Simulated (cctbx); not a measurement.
**Interatomic vectors of CaTi2Si2**

Space group I4/mmm (no. 139), a = 4.3170 Å, b = 4.3170 Å, c = 10.0090 Å, α = 90.00°, β = 90.00°, γ = 90.00°, content Ti4 Ca2 Si4.

Simulated single-crystal data (cctbx): Cu Kα, λ = 1.54184 Å, to d = 0.83 Å, 50 % of the full sphere, strongest reflection 40000 counts, noise from counting, a 2 % proportional error and a noise floor of 15 counts (s.d.); no absorption.

Patterson synthesis, origin scaled to 1000:

```text
Patterson group I 4/m m m
      u       v       w   height  length (A)
  0.000   0.000   0.000   1000.0     0.00
  0.000   0.000   0.500    587.8     5.00
  0.000   0.500   0.250    478.6     3.30
  0.000   0.500   0.111    309.1     2.43
  0.000   0.000   0.360    260.8     3.61
  0.000   0.204   0.072     -3.7     1.14
  0.000   0.207   0.432     -7.2     4.42
  0.000   0.295   0.324     -8.0     3.49
  0.000   0.292   0.180    -14.2     2.20
  0.000   0.306   0.000    -19.1     1.32
  0.000   0.390   0.500    -23.0     5.28
```

**Question.** Which atom pairs make the peaks, and where is the heaviest atom?

A peak at u stands for all pairs with xi − xj = u, with weight Σ ZiZj against Σ Z² = 3520 at the origin. Peak heights follow these weights only roughly, since form factors, motion and series ripples differ, all vectors within 0.55 Å of a peak are counted as merged into it though the farther ones add only part of their weight, and F(000) is left out, which lowers the whole map:

| u | v | w | shortest length (Å) | height | 1000 ΣZiZj/ΣZ² | pairs in the cell |
| --- | --- | --- | --- | --- | --- | --- |
| 0.000 | 0.000 | 0.500 | 3.05 | 588 | 550 | 4 × Ti–Ti |
| 0.000 | 0.500 | 0.250 | 3.30 | 479 | 500 | 4 × Ti–Ca |
| 0.000 | 0.500 | 0.111 | 2.43 | 309 | 350 | 4 × Ti–Si |
| 0.000 | 0.000 | 0.360 | 3.36 | 261 | 318 | 4 × Ca–Si |

The table stops at ten peaks or at a height of 45, below which ripples compete. In the model behind the data Ti, the heaviest element, has 1 independent site: (1/2, 0, 1/4), up to an allowed shift of origin; the Ti–Ti vectors are differences of these positions and their symmetry mates. Elements of similar Z can't be told apart from the map alone. The whole model:

```csv
atom,mult.,x,y,z,Ueq (Å²)
Ti1,4,1/2,0,1/4,0.0188
Ca1,2,0,0,0,0.0266
Si1,4,1/2,1/2,0.1377,0.0285
```

This is a model crystal, built by substitution and not relaxed, with assumed displacement parameters.

[Logs are printed without paths, hosts, clocks, repeated set-up lines and the standing remarks that a program may print on its own settings, such as how far it seeks lower states.]
